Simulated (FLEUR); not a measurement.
# Magnetic state of TiHg from several starts

Aim: find out whether TiHg carries moments, and which collinear order costs least.

Calculated with FLEUR MaX-R8.1; PBEsol; all-electron FLAPW, Dirac cores, scalar-relativistic bands.

This is a report of a sequence of runs, with most program output left out.

## 1. The starting structure

Symmetry: P4/mmm, No. 123, tetragonal system. The conventional cell has a = 3.009 Å, b = 3.009 Å, c = 4.041 Å, α = 90.00°, β = 90.00°, γ = 90.00°. Ti has 8 Hg at 2.93 Å and 4 Ti at 3.01 Å nearest. Nearest to Hg lie 8 Ti at 2.93 Å and 4 Hg at 3.01 Å. Farther neighbours are not listed.

As a file:

```cif
data_structure
_symmetry_space_group_name_H-M 'P4/mmm'
_symmetry_Int_Tables_number 123
_cell_length_a 3.0090
_cell_length_b 3.0090
_cell_length_c 4.0410
_cell_angle_alpha 90.000
_cell_angle_beta 90.000
_cell_angle_gamma 90.000
_cell_volume 36.59
loop_
_atom_site_label
_atom_site_type_symbol
_atom_site_symmetry_multiplicity
_atom_site_Wyckoff_symbol
_atom_site_fract_x
_atom_site_fract_y
_atom_site_fract_z
_atom_site_occupancy
Ti1 Ti 1 d 0.50000 0.50000 0.50000 1
Hg1 Hg 1 a 0.00000 0.00000 0.00000 1
```

## 2. Order 1, typed as ferro +

The parallel start comes first: it shows whether parallel moments hold.

inpgen writes inp.xml from crystal.txt; cutoffs, mixing, functional, smearing and local orbitals are then set in the file. The k list default-1 (kpts.xml, not shown) is a Γ-centred 10×10×10 mesh; where the ranks do not divide the number of points, some are split in two of half the weight.

inp.xml

```
<?xml version="1.0" encoding="UTF-8" standalone="no"?>
<fleurInput fleurInputVersion="0.39">
   <comment>
      TiHg
   </comment>
   <calculationSetup>
      <cutoffs Kmax="3.6" Gmax="10.8" GmaxXC="10.8" numbands="0"/>
      <scfLoop itmax="90" minDistance="0.00002" maxIterBroyd="15" imix="Anderson" alpha="0.05" precondParam="0.0" spinf="2.0" sdNocoIR="T"/>
      <coreElectrons ctail="T" frcor="F" kcrel="0" coretail_lmax="0"/>
      <xcFunctional name="PBEs" relativisticCorrections="F"/>
      <magnetism jspins="2"/>
      <soc l_soc="F" theta="0.0" phi="0.0" spav="F"/>
      <expertModes spex="0" secvar="F"/>
      <geometryOptimization l_f="F" forcealpha="1.0" forcemix="BFGS" epsdisp="0.00001" epsforce="0.00001"/>
      <ldaU l_linMix="F" mixParam="0.05" spinf="1.0"/>
   </calculationSetup>
   <cell>
      <bzIntegration valenceElectrons="30.0" mode="hist" fermiSmearingEnergy="0.00183747">
         <kPointListSelection listName="default-1"/>
         <xi:include xmlns:xi="http://www.w3.org/2001/XInclude" href="kpts.xml"> </xi:include>
      </bzIntegration>
      <xi:include xmlns:xi="http://www.w3.org/2001/XInclude" href="sym.xml"> </xi:include>
      <bulkLattice scale="1.0">
         <bravaisMatrix>
            <row-1>    5.6861859089213995     0.0000000000000000     0.0000000000000000</row-1>
            <row-2>    0.0000000000000000     5.6861859089213995     0.0000000000000000</row-2>
            <row-3>    0.0000000000000000     0.0000000000000000     7.6363832695086007</row-3>
         </bravaisMatrix>
      </bulkLattice>
   </cell>
   <atomSpecies>
      <species name="Titanium (1.001" element="Ti" atomicNumber="22">
         <mtSphere radius="2.7" gridPoints="893" logIncrement="0.014"/>
         <atomicCutoffs lmax="10" lnonsphr="8"/>
         <electronConfig flipSpins="F">
            <coreConfig>(1s1/2) (2s1/2) (2p1/2) (2p3/2)</coreConfig>
            <valenceConfig>(3s1/2) (3p1/2) (3p3/2) (4s1/2) (3d3/2) (3d5/2)</valenceConfig>
            <stateOccupation state="(3d3/2)" spinUp="0.4" spinDown="0.4"/>
            <stateOccupation state="(3d5/2)" spinUp="1.1005" spinDown="0.0995"/>
         </electronConfig>
         <energyParameters s="4" p="4" d="3" f="4"/>
         <lo type="SCLO" l="0" n="3" eDeriv="0"/>
         <lo type="SCLO" l="1" n="3" eDeriv="0"/>
      </species>
      <species name="Mercury (Hg)" element="Hg" atomicNumber="80">
         <mtSphere radius="2.7" gridPoints="893" logIncrement="0.015"/>
         <atomicCutoffs lmax="10" lnonsphr="8"/>
         <electronConfig flipSpins="F">
            <coreConfig>(1s1/2) (2s1/2) (2p1/2) (2p3/2) (3s1/2) (3p1/2) (3p3/2) (4s1/2) (3d3/2) (3d5/2) (4p1/2) (4p3/2) (5s1/2) (4d3/2) (4d5/2) (4f5/2) (4f7/2)</coreConfig>
            <valenceConfig>(5p1/2) (5p3/2) (6s1/2) (5d3/2) (5d5/2)</valenceConfig>
         </electronConfig>
         <energyParameters s="6" p="6" d="5" f="5"/>
         <lo type="SCLO" l="1" n="5" eDeriv="0"/>
      </species>
   </atomSpecies>
   <atomGroups>
      <atomGroup species="Titanium (1.001">
         <relPos label="                   1">1.000/2.000 1.000/2.000 1.000/2.000</relPos>
         <force calculate="T" relaxXYZ="TTT"/>
      </atomGroup>
      <atomGroup species="Mercury (Hg)">
         <relPos label="                   2">.0000000000 .0000000000 .0000000000</relPos>
         <force calculate="T" relaxXYZ="TTT"/>
      </atomGroup>
   </atomGroups>
   <output dos="F" band="F" slice="F">
      <bandDOS minEnergy="-.5*Htr" maxEnergy="0.5*Htr" sigma="0.015" storeEVData="T"/>
      <plotting iplot="0" polar="F">
         <plot TwoD="T" vec1="  1.0  0.0  0.0" vec2="  0.0  1.0  0.0" vec3="  0.0  0.0  1.0" zero="  0.0  0.0  0.0" file="plot"/>
      </plotting>
      <moessbauerParams electricFieldGradient="F" isomerShift="F" coreHyperfine="F" valenceHyperfine="F"/>
   </output>
</fleurInput>
```

crystal.txt

```
TiHg
&input film=F cartesian=F /
3.00900000000  0.00000000000  0.00000000000
0.00000000000  3.00900000000  0.00000000000
0.00000000000  0.00000000000  4.04100000000
1.8897261246
1.0 1.0 1.0

2
22 0.50000000000  0.50000000000  0.50000000000 : 1.001
80 0.00000000000  0.00000000000  0.00000000000

&kpt div1=10 div2=10 div3=10 gamma=T /
```

The run is started by

```sh
$ OMP_NUM_THREADS=1 inpgen -f crystal.txt > inpgen.log  # inp.xml is then edited as shown
$ OMP_NUM_THREADS=1 mpirun -n 4 fleur_MPI > fleur.log
```

It took 58 s on 4 MPI ranks of Arm Neoverse V1, shared host; peak memory 0.29 GiB; 3.8 min of CPU time.

Read from the output:

```yaml
free_energy: -558086.5404 eV
program_s_band_gap_on_this_mesh_in_a_metal_only_a_level_spacing: 0 eV
magnetization: 0.5629 μB
final_state: ferromagnetic
largest_moment: 0.4688 μB
```

After 31 cycles the largest moment stands at 0.469 μB.

## 3. Order 2, typed as antiferro q=(1/2,1/2,1/2) +-

Reversing part of the moments tests the sign of the couplings between them.

The cell is doubled to 4 atoms to hold this order. The mesh is halved along the doubled vector, so that both cells sample the same points. The k list default-1 (kpts.xml, not shown) is a Γ-centred 5×10×10 mesh.

inp.xml: that of step 2 with these lines changed.

```diff
@@ -17,3 +17,3 @@
    <cell>
-      <bzIntegration valenceElectrons="30.0" mode="hist" fermiSmearingEnergy="0.00183747">
+      <bzIntegration valenceElectrons="60.0" mode="hist" fermiSmearingEnergy="0.00183747">
          <kPointListSelection listName="default-1"/>
@@ -24,5 +24,5 @@
          <bravaisMatrix>
-            <row-1>    5.6861859089213995     0.0000000000000000     0.0000000000000000</row-1>
-            <row-2>    0.0000000000000000     5.6861859089213995     0.0000000000000000</row-2>
-            <row-3>    0.0000000000000000     0.0000000000000000     7.6363832695086007</row-3>
+            <row-1>   11.3723718178427990     0.0000000000000000     0.0000000000000000</row-1>
+            <row-2>    5.6861859089213995     5.6861859089213995     0.0000000000000000</row-2>
+            <row-3>    5.6861859089213995     0.0000000000000000     7.6363832695086007</row-3>
          </bravaisMatrix>
@@ -39,2 +39,15 @@
             <stateOccupation state="(3d5/2)" spinUp="1.1005" spinDown="0.0995"/>
+         </electronConfig>
+         <energyParameters s="4" p="4" d="3" f="4"/>
+         <lo type="SCLO" l="0" n="3" eDeriv="0"/>
+         <lo type="SCLO" l="1" n="3" eDeriv="0"/>
+      </species>
+      <species name="Titanium (-1.001" element="Ti" atomicNumber="22">
+         <mtSphere radius="2.7" gridPoints="893" logIncrement="0.014"/>
+         <atomicCutoffs lmax="10" lnonsphr="8"/>
+         <electronConfig flipSpins="F">
+            <coreConfig>(1s1/2) (2s1/2) (2p1/2) (2p3/2)</coreConfig>
+            <valenceConfig>(3s1/2) (3p1/2) (3p3/2) (4s1/2) (3d3/2) (3d5/2)</valenceConfig>
+            <stateOccupation state="(3d3/2)" spinUp="0.4" spinDown="0.4"/>
+            <stateOccupation state="(3d5/2)" spinUp="0.0995" spinDown="1.1005"/>
          </electronConfig>
@@ -60,4 +73,9 @@
       </atomGroup>
+      <atomGroup species="Titanium (-1.001">
+         <relPos label="                   2">.0000000000 1.000/2.000 1.000/2.000</relPos>
+         <force calculate="T" relaxXYZ="TTT"/>
+      </atomGroup>
       <atomGroup species="Mercury (Hg)">
-         <relPos label="                   2">.0000000000 .0000000000 .0000000000</relPos>
+         <relPos label="                   3">-1.000/4.000 .0000000000 .0000000000</relPos>
+         <relPos label="                   4">1.000/4.000 .0000000000 .0000000000</relPos>
          <force calculate="T" relaxXYZ="TTT"/>
```

crystal.txt

```
TiHg
&input film=F cartesian=F /
6.01800000000  0.00000000000  0.00000000000
3.00900000000  3.00900000000  0.00000000000
3.00900000000  0.00000000000  4.04100000000
1.8897261246
1.0 1.0 1.0

4
22 0.75000000000  0.50000000000  0.50000000000 : 1.001
22 0.25000000000  0.50000000000  0.50000000000 : -1.001
80 0.00000000000  0.00000000000  0.00000000000
80 0.50000000000  0.00000000000  0.00000000000

&kpt div1=5 div2=10 div3=10 gamma=T /
```

Wall time 4.2 min (4 MPI ranks); peak memory 0.44 GiB.

The spin moment in the muffin-tin sphere vanishes on all atoms.

Read from the output:

* free energy: -1116173.0670 eV
* program's band gap on this mesh (in a metal only a level spacing): 5.00e-10 eV
* final state: non-magnetic

It lies 6.85 meV a seeded atom over the first start.

## 4. Start 3: antiferro q=(0,1/2,1/2) +-

The cell is doubled to 4 atoms to hold this order. The mesh is halved along the doubled vector, so that both cells sample the same points. The k list default-1 (kpts.xml, not shown) is a Γ-centred 10×5×10 mesh.

inp.xml: that of step 3 with these lines changed.

```diff
@@ -24,5 +24,5 @@
          <bravaisMatrix>
-            <row-1>   11.3723718178427990     0.0000000000000000     0.0000000000000000</row-1>
-            <row-2>    5.6861859089213995     5.6861859089213995     0.0000000000000000</row-2>
-            <row-3>    5.6861859089213995     0.0000000000000000     7.6363832695086007</row-3>
+            <row-1>    5.6861859089213995     0.0000000000000000     0.0000000000000000</row-1>
+            <row-2>    0.0000000000000000    11.3723718178427990     0.0000000000000000</row-2>
+            <row-3>    0.0000000000000000     5.6861859089213995     7.6363832695086007</row-3>
          </bravaisMatrix>
@@ -70,3 +70,3 @@
       <atomGroup species="Titanium (1.001">
-         <relPos label="                   1">1.000/2.000 1.000/2.000 1.000/2.000</relPos>
+         <relPos label="                   1">1.000/2.000 .0000000000 1.000/2.000</relPos>
          <force calculate="T" relaxXYZ="TTT"/>
@@ -74,3 +74,3 @@
       <atomGroup species="Titanium (-1.001">
-         <relPos label="                   2">.0000000000 1.000/2.000 1.000/2.000</relPos>
+         <relPos label="                   2">1.000/2.000 1.000/2.000 1.000/2.000</relPos>
          <force calculate="T" relaxXYZ="TTT"/>
@@ -78,4 +78,4 @@
       <atomGroup species="Mercury (Hg)">
-         <relPos label="                   3">-1.000/4.000 .0000000000 .0000000000</relPos>
-         <relPos label="                   4">1.000/4.000 .0000000000 .0000000000</relPos>
+         <relPos label="                   3">.0000000000 .0000000000 .0000000000</relPos>
+         <relPos label="                   4">.0000000000 1.000/2.000 .0000000000</relPos>
          <force calculate="T" relaxXYZ="TTT"/>
```

crystal.txt

```
TiHg
&input film=F cartesian=F /
3.00900000000  0.00000000000  0.00000000000
0.00000000000  6.01800000000  0.00000000000
0.00000000000  3.00900000000  4.04100000000
1.8897261246
1.0 1.0 1.0

4
22 0.50000000000  0.00000000000  0.50000000000 : 1.001
22 0.50000000000  0.50000000000  0.50000000000 : -1.001
80 0.00000000000  0.00000000000  0.00000000000
80 0.00000000000  0.50000000000  0.00000000000

&kpt div1=10 div2=5 div3=10 gamma=T /
```

Wall time 4.6 min (4 MPI ranks); peak memory 0.44 GiB.

Spin moment in the muffin-tin sphere by atom:

```csv
atom,spin moment in the muffin-tin sphere (μB)
Ti1,0.440
Ti2,-0.440
Hg3,0.000
Hg4,0.000
```

Read from the output:

```yaml
free_energy: -1116173.0679 eV
program_s_band_gap_on_this_mesh_in_a_metal_only_a_level_spacing: 0.003774 eV
magnetization: 0 μB
final_state: antiferromagnetic
```

It lies 6.43 meV a seeded atom over the first start, and its largest moment is 0.440 μB against 0.469 μB.

## 5. Start 4: antiferro q=(0,1/2,0) +-

Another pattern of signs weighs the neighbour shells otherwise.

The cell is doubled to 4 atoms to hold this order. The mesh is halved along the doubled vector, so that both cells sample the same points.

inp.xml: that of step 4 with these lines changed.

```diff
@@ -26,3 +26,3 @@
             <row-2>    0.0000000000000000    11.3723718178427990     0.0000000000000000</row-2>
-            <row-3>    0.0000000000000000     5.6861859089213995     7.6363832695086007</row-3>
+            <row-3>    0.0000000000000000     0.0000000000000000     7.6363832695086007</row-3>
          </bravaisMatrix>
@@ -78,4 +78,4 @@
       <atomGroup species="Mercury (Hg)">
-         <relPos label="                   3">.0000000000 .0000000000 .0000000000</relPos>
-         <relPos label="                   4">.0000000000 1.000/2.000 .0000000000</relPos>
+         <relPos label="                   3">.0000000000 -1.000/4.000 .0000000000</relPos>
+         <relPos label="                   4">.0000000000 1.000/4.000 .0000000000</relPos>
          <force calculate="T" relaxXYZ="TTT"/>
```

crystal.txt

```
TiHg
&input film=F cartesian=F /
3.00900000000  0.00000000000  0.00000000000
0.00000000000  6.01800000000  0.00000000000
0.00000000000  0.00000000000  4.04100000000
1.8897261246
1.0 1.0 1.0

4
22 0.50000000000  0.25000000000  0.50000000000 : 1.001
22 0.50000000000  0.75000000000  0.50000000000 : -1.001
80 0.00000000000  0.00000000000  0.00000000000
80 0.00000000000  0.50000000000  0.00000000000

&kpt div1=10 div2=5 div3=10 gamma=T /
```

It took 9.7 min on 4 MPI ranks; peak memory 0.46 GiB.

The run stopped without converging, so none of its numbers is a property of the system.

After 90 cycles the density distance stands at 0.054 me/bohr³, still falling.

## 6. Order 5, typed as no spin polarisation

Without spin polarisation no moment can form, so the difference from the other runs is what forming moments gains.

The k list default-1 (kpts.xml, not shown) is a Γ-centred 10×10×10 mesh.

inp.xml

```
<?xml version="1.0" encoding="UTF-8" standalone="no"?>
<fleurInput fleurInputVersion="0.39">
   <comment>
      TiHg
   </comment>
   <calculationSetup>
      <cutoffs Kmax="3.6" Gmax="10.8" GmaxXC="10.8" numbands="0"/>
      <scfLoop itmax="90" minDistance="0.00002" maxIterBroyd="15" imix="Anderson" alpha="0.05" precondParam="0.0" spinf="2.0" sdNocoIR="T"/>
      <coreElectrons ctail="T" frcor="F" kcrel="0" coretail_lmax="0"/>
      <xcFunctional name="PBEs" relativisticCorrections="F"/>
      <magnetism jspins="1"/>
      <soc l_soc="F" theta="0.0" phi="0.0" spav="F"/>
      <expertModes spex="0" secvar="F"/>
      <geometryOptimization l_f="F" forcealpha="1.0" forcemix="BFGS" epsdisp="0.00001" epsforce="0.00001"/>
      <ldaU l_linMix="F" mixParam="0.05" spinf="1.0"/>
   </calculationSetup>
   <cell>
      <bzIntegration valenceElectrons="30.0" mode="hist" fermiSmearingEnergy="0.00183747">
         <kPointListSelection listName="default-1"/>
         <xi:include xmlns:xi="http://www.w3.org/2001/XInclude" href="kpts.xml"> </xi:include>
      </bzIntegration>
      <xi:include xmlns:xi="http://www.w3.org/2001/XInclude" href="sym.xml"> </xi:include>
      <bulkLattice scale="1.0">
         <bravaisMatrix>
            <row-1>    5.6861859089213995     0.0000000000000000     0.0000000000000000</row-1>
            <row-2>    0.0000000000000000     5.6861859089213995     0.0000000000000000</row-2>
            <row-3>    0.0000000000000000     0.0000000000000000     7.6363832695086007</row-3>
         </bravaisMatrix>
      </bulkLattice>
   </cell>
   <atomSpecies>
      <species name="Titanium (Ti)" element="Ti" atomicNumber="22">
         <mtSphere radius="2.7" gridPoints="893" logIncrement="0.014"/>
         <atomicCutoffs lmax="10" lnonsphr="8"/>
         <electronConfig flipSpins="F">
            <coreConfig>(1s1/2) (2s1/2) (2p1/2) (2p3/2)</coreConfig>
            <valenceConfig>(3s1/2) (3p1/2) (3p3/2) (4s1/2) (3d3/2) (3d5/2)</valenceConfig>
            <stateOccupation state="(3d3/2)" spinUp="0.400000" spinDown="0.400000"/>
            <stateOccupation state="(3d5/2)" spinUp="0.600000" spinDown="0.600000"/>
         </electronConfig>
         <energyParameters s="4" p="4" d="3" f="4"/>
         <lo type="SCLO" l="0" n="3" eDeriv="0"/>
         <lo type="SCLO" l="1" n="3" eDeriv="0"/>
      </species>
      <species name="Mercury (Hg)" element="Hg" atomicNumber="80">
         <mtSphere radius="2.7" gridPoints="893" logIncrement="0.015"/>
         <atomicCutoffs lmax="10" lnonsphr="8"/>
         <electronConfig flipSpins="F">
            <coreConfig>(1s1/2) (2s1/2) (2p1/2) (2p3/2) (3s1/2) (3p1/2) (3p3/2) (4s1/2) (3d3/2) (3d5/2) (4p1/2) (4p3/2) (5s1/2) (4d3/2) (4d5/2) (4f5/2) (4f7/2)</coreConfig>
            <valenceConfig>(5p1/2) (5p3/2) (6s1/2) (5d3/2) (5d5/2)</valenceConfig>
         </electronConfig>
         <energyParameters s="6" p="6" d="5" f="5"/>
         <lo type="SCLO" l="1" n="5" eDeriv="0"/>
      </species>
   </atomSpecies>
   <atomGroups>
      <atomGroup species="Titanium (Ti)">
         <relPos label="                   1">1.000/2.000 1.000/2.000 1.000/2.000</relPos>
         <force calculate="T" relaxXYZ="TTT"/>
      </atomGroup>
      <atomGroup species="Mercury (Hg)">
         <relPos label="                   2">.0000000000 .0000000000 .0000000000</relPos>
         <force calculate="T" relaxXYZ="TTT"/>
      </atomGroup>
   </atomGroups>
   <output dos="F" band="F" slice="F">
      <bandDOS minEnergy="-.5*Htr" maxEnergy="0.5*Htr" sigma="0.015" storeEVData="T"/>
      <plotting iplot="0" polar="F">
         <plot TwoD="T" vec1="  1.0  0.0  0.0" vec2="  0.0  1.0  0.0" vec3="  0.0  0.0  1.0" zero="  0.0  0.0  0.0" file="plot"/>
      </plotting>
      <moessbauerParams electricFieldGradient="F" isomerShift="F" coreHyperfine="F" valenceHyperfine="F"/>
   </output>
</fleurInput>
```

crystal.txt

```
TiHg
&input film=F cartesian=F /
3.00900000000  0.00000000000  0.00000000000
0.00000000000  3.00900000000  0.00000000000
0.00000000000  0.00000000000  4.04100000000
1.8897261246
1.0 1.0 1.0

2
22 0.50000000000  0.50000000000  0.50000000000
80 0.00000000000  0.00000000000  0.00000000000

&kpt div1=10 div2=10 div3=10 gamma=T /
```

Elapsed: 20 s, on 4 MPI ranks; peak memory 0.24 GiB; 78 s of CPU time.

Numbers from this step:

```
free energy                                                       : -558086.5335 eV
program's band gap on this mesh (in a metal only a level spacing) : 0.003349 eV
final state                                                       : non-magnetic (no spin polarisation)
```

It lies 6.84 meV a seeded atom over the first start.

## 7. An attempt with other settings

A slip in the input shows what the program catches and what it lets pass.

inp.xml: that of step 2 with these lines changed.

```diff
@@ -7,6 +7,6 @@
       <cutoffs Kmax="3.6" Gmax="10.8" GmaxXC="10.8" numbands="0"/>
-      <scfLoop itmax="90" minDistance="0.00002" maxIterBroyd="15" imix="Anderson" alpha="0.05" precondParam="0.0" spinf="2.0" sdNocoIR="T"/>
+      <scfLoop itmax="60" minDistance="0.00002" maxIterBroyd="15" imix="Anderson" alpha="0.05" precondParam="0.0" spinf="2.0" sdNocoIR="T"/>
       <coreElectrons ctail="T" frcor="F" kcrel="0" coretail_lmax="0"/>
       <xcFunctional name="PBEs" relativisticCorrections="F"/>
-      <magnetism jspins="2"/>
+      <magnetism jspins="1" l_noco="T"/>
       <soc l_soc="F" theta="0.0" phi="0.0" spav="F"/>
```

crystal.txt is that of step 2.

Wall time 2.5 s (4 MPI ranks); peak memory 0.16 GiB.

The program refused the input before any cycle.

The program's message: “l_noco=T requires jspins=2”

The fault in the input: non-collinear spins with one spin channel.

Non-collinear spins need jspins = 2.

## 8. The states side by side

Free energies are divided by the number of seeded atoms, so that cells of unlike size compare. Wavevectors q in the names are fractions of the primitive cell's reciprocal vectors.

(Part 1 of 2 ends here.)

[Logs and program files are shortened in this print: banners, set-up blocks, solver, clock and traceback lines can be left out without a mark of their own.]

[Logs are printed without paths, hosts, clocks, repeated set-up lines and the standing remarks that a program may print on its own settings, such as how far it seeks lower states.]

[Hosts, paths, dates, database ids (printed as entryN), source tags and the programs' standing remarks are cut or masked in the printed files.]

[Where a cell is said to come from a database of computed structures, the database is the Materials Project.]
